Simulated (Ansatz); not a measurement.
# MgCd3S4: complex band structure, part 2 of 2

A new crystal, MgCd3S4: structure, gap and complex bands. It is built by putting Mg for Zn in the ZnCd3S4 structure of space group P-43m, with the volume rescaled by atomic radii. The parent structure comes from the Materials Project.

Ansatz 0.2.0; LDA DFT, plane waves, PAW files (the session's first sound run).

So far, gap on the k-mesh (eV): step 3 (the bulk crystal and its band edges, LDA) 1.51; step 4 (complex bands, plane (001), LDA) 1.51; step 5 (PBE) 1.79.

The structure was built from a prototype and need not be the compound's stable phase.

### 6. Complex bands at another level

This step: PBE DFT, plane waves, PAW files; complex bands by layer matching along the plane's normal (Ansatz 0.2.0).

The complex bands at that level, over its own gap, at (0, 0) and (0.5, 0).

input.yaml reads:

```yaml
crystal:
  lattice:
    - [5.714084674, 0.0, 0.0]
    - [0.0, 5.714084674, 0.0]
    - [0.0, 0.0, 5.714084674]
  atoms:
    - { symbol: Mg, position: [0.0, 0.0, 0.0] }
    - { symbol: Cd, position: [0.0, 0.5, 0.5] }
    - { symbol: Cd, position: [0.5, 0.5, 0.0] }
    - { symbol: Cd, position: [0.5, 0.0, 0.5] }
    - { symbol: S, position: [0.7551170597, 0.7551170597, 0.2448829403] }
    - { symbol: S, position: [0.7551170597, 0.2448829403, 0.7551170597] }
    - { symbol: S, position: [0.2448829403, 0.7551170597, 0.7551170597] }
    - { symbol: S, position: [0.2448829403, 0.2448829403, 0.2448829403] }
kpoints:
  mp_grid: { grid: [4, 4, 4] }
scf:
  occupations: { method: fixed }
hamiltonian:
  xc: pbe
output:
  eigenvalues: true
  transmission:
    leads: [[0, 0]]
    kpoints: [[0.0, 0.0], [0.5, 0.0]]
    e_range: [-1.0, 2.79]
    de: 0.09
```

Command:

```bash
ansatz run input.yaml --threads 2 --pin off --max-ram 4096MiB --backend cpu --events-out ev --progress --plain --runs-dir out
```

Run time: 35 s. Hardware: 2 threads of Intel Xeon Platinum 8488C (Sapphire Rapids), shared host; peak memory 1.1 GiB; 69 s of CPU time.

This step gave:

* level to which the leads are filled: 0.8932 eV from the Fermi level
* decay constant at the filling level, zone centre: 0.1482 Å⁻¹
* decay constant at the filling level, slowest listed point: 0.1482 Å⁻¹

K parallel (0, 0); values up to 1.5 1/Å, a degenerate pair printed once or twice; energies at which all values exceed this have no row. Table of Im kz of the slowest decaying states by energy, zero at the highest filled level on the SCF mesh:

```
energy (eV)  decay 1 (Å⁻¹)  decay 2 (Å⁻¹)  decay 3 (Å⁻¹)  decay 4 (Å⁻¹)
      -1.00         0.0659          0.329          0.354          0.440
      -0.82         0.0328          0.353          0.373          0.464
      -0.64          0.371          0.387          0.482           1.08
      -0.46          0.386          0.396          0.496           1.02
      -0.28          0.398          0.403          0.508          0.973
      -0.10          0.406          0.407          0.516          0.933
      -0.01          0.407          0.411          0.520          0.914
       0.17         0.0895          0.197          0.406          0.417
       0.35          0.120          0.279          0.401          0.421
       0.53          0.137          0.348          0.384          0.424
       0.71          0.146          0.385          0.425          0.533
       0.89          0.148          0.400          0.425          0.532
       1.07          0.144          0.410          0.423          0.531
       1.25          0.134          0.418          0.420          0.528
       1.43          0.117          0.416          0.424          0.524
       1.61         0.0867          0.403          0.411          0.451
       1.88          0.374          0.401          0.482          0.511
       2.06          0.357          0.393          0.496          0.505
       2.24          0.339          0.383          0.505          0.507
       2.42          0.319          0.372          0.489          0.516
       2.60          0.298          0.359          0.464          0.522
       2.78          0.273          0.345          0.437          0.527
```

K parallel (0, 0). The Re kz of states that move upwards by energy, zero at the highest filled level on the SCF mesh:

```
energy (eV)  channel 1 (Å⁻¹)  channel 2 (Å⁻¹)  channel 3 (Å⁻¹)
      -1.00           -0.303                -                -
      -0.91           -0.283                -                -
      -0.82           -0.263                -                -
      -0.73           -0.484           -0.484           -0.242
      -0.55           -0.397           -0.397           -0.200
      -0.46           -0.356           -0.356           -0.179
      -0.37           -0.314           -0.314           -0.156
      -0.28           -0.269           -0.269           -0.133
      -0.19           -0.218           -0.218           -0.106
      -0.10           -0.156           -0.156          -0.0750
      -0.01          -0.0488          -0.0488          -0.0230
       0.08                -                -                -
       0.26                -                -                -
       0.35                -                -                -
       0.44                -                -                -
       0.53                -                -                -
       0.62                -                -                -
       0.71                -                -                -
       0.80                -                -                -
       0.98                -                -                -
       1.07                -                -                -
       1.16                -                -                -
       1.25                -                -                -
       1.34                -                -                -
       1.43                -                -                -
       1.52                -                -                -
       1.70                -                -                -
       1.79           0.0133                -                -
       1.88           0.0679                -                -
       1.97           0.0972                -                -
       2.06            0.121                -                -
       2.15            0.143                -                -
       2.24            0.162                -                -
       2.33            0.181                -                -
       2.51            0.217                -                -
       2.60            0.234                -                -
       2.69            0.251                -                -
       2.78            0.268                -                -
```

K parallel (0.5, 0); values up to 1.5 1/Å, a degenerate pair printed once or twice; energies at which all values exceed this have no row. Table of Im kz of the slowest decaying states by energy, zero at the highest filled level on the SCF mesh:

```
energy (eV)  decay 1 (Å⁻¹)  decay 2 (Å⁻¹)  decay 3 (Å⁻¹)  decay 4 (Å⁻¹)
      -1.00         0.0323          0.163          0.905           1.34
      -0.73         0.0764          0.108          0.256          0.859
      -0.46          0.108          0.223          0.229          0.323
      -0.19          0.245          0.284          0.320          0.366
      -0.01          0.299          0.312          0.364          0.388
       0.08          0.321          0.324          0.382          0.397
       0.35          0.353          0.373          0.420          0.427
       0.62          0.373          0.413          0.436          0.459
       0.89          0.387          0.443          0.447          0.482
       1.16          0.395          0.453          0.467          0.498
       1.43          0.399          0.455          0.484          0.503
       1.70          0.399          0.453          0.497          0.514
       1.97          0.394          0.448          0.504          0.515
       2.24          0.385          0.438          0.502          0.511
       2.51          0.371          0.424          0.495          0.499
       2.78          0.352          0.405          0.477          0.491
```

At the listed wavevectors the last open channel is at -0.01 eV and the next at +1.79 eV on the grid. At +0.89 eV, the grid energy nearest the filling level (the middle of the gap on the SCF mesh), the slowest state at the listed wavevectors decays with κ = 0.148 Å⁻¹, its amplitude falling by e over 6.7 Å; the first such run, plane (001), gave 0.127 Å⁻¹.

### 7. Outcome

| Item | Value |
| --- | --- |
| band gap | 1.51 eV |
| least decay constant at mid-gap, normal to (001) | 0.127 Å⁻¹ |
| least decay constant, PBE | 0.148 Å⁻¹ |

**Reading.** With LDA, the slowest decay at the wavevectors tried is κ = 0.127 Å⁻¹, normal to (001). Through such a film the transmission near mid-gap falls as exp(−2κd), a factor of ten every 9.1 Å. A free electron under a barrier of half the gap would need a mass of 0.081 mₑ to decay at this rate. With PBE the gap goes from 1.51 to 1.79 eV and the decay constant, over the first 2 listed wavevectors, from 0.127 to 0.148 Å⁻¹. The compound is made up by substitution; its stability against other phases and against distortions of the cell's symmetry was not tested. A semilocal functional narrows gaps, so real decay constants are likely larger.

[Logs are printed without paths, hosts, clocks, repeated set-up lines and the standing remarks that a program may print on its own settings, such as how far it seeks lower states.]

[Hosts, paths, dates, database ids (printed as entryN), source tags and the programs' standing remarks are cut or masked in the printed files.]
